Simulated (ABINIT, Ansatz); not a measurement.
Records of electronic-structure calculations.

```
A GW chain in ABINIT: MgO2 (R-3m)
1.0
     1.60476    0.92651    3.49398
    -1.60476    0.92651    3.49398
     0.00000   -1.85302    3.49398
Mg O
1 2
Direct
  0.00000 0.00000 0.00000
  0.42879 0.42879 0.42879
  0.57121 0.57121 0.57121
# method: RPA screening on LDA, plane waves, norm-conserving pseudopotentials (and 2 further levels or steps)
# program: ABINIT 10.8.3
# settings: cutoff 38 Ha, PseudoDojo scalar-relativistic 0.4.1 standard, norm-conserving, ngkpt (4, 4, 4), nband 39, ecuteps 4.4 Ha, inclvkb 2, shiftk (0, 0, 0), symchi 1, awtr 1, frequency ppm, 4×4×4 k-mesh
# cost: 5 runs, 99 s in all on 4 MPI ranks of Intel Xeon Platinum 8223CL at 3.00GHz (Skylake/Cascade Lake), shared host
# notes: The program’s warnings: nkpt*nsppol () is not a multiple of nproc spkpt (). The cell and positions are those that the Materials Project relaxed with its own functionals (PBE, PBE+U or r2SCAN), kept fixed. The 4×4×4 mesh is coarse for this cell, which bears on the long-range parts of exchange and screening.
# LDA gap: 2.14 eV, direct
# G0W0 gap on the mesh: 5.05 eV
# GW settings: 4×4×4 mesh, 39 bands, screening to 119.7 eV, Godby-Needs plasmon pole
# known limits: short of the basis limit; coarse k mesh
```

[Long decimals in the printed logs are rounded to 6 places.]

[Logs are printed without paths, hosts, clocks, repeated set-up lines and the standing remarks that a program may print on its own settings, such as how far it seeks lower states.]

[Paths, hosts, dates, memory and timing lines, banners, echoed tables and standing remarks are left out of the program output; an Ansatz launch command may be rebuilt from the run's recorded settings. Measured values are a selection of at most five: reports struck by readers or far from the other reports are left out. None is set beside runs whose start may be inverted or whose files or cutoffs have a known fault.]

[Runs of the session that timed out or met a known fault of the program may be left out.]

[Hosts, paths, dates, database ids (printed as entryN), source tags and the programs' standing remarks are cut or masked in the printed files.]

[G0W0 gaps are taken among the corrected bands and points alone; a level outside them can change the order at an edge.]

[Where Ansatz stands beside ABINIT at settings called matched, ABINIT's density can come from a denser mesh and the files from another edition; pairs whose starting gaps differed by over 0.03 eV were left out, so agreement reads better than it is.]
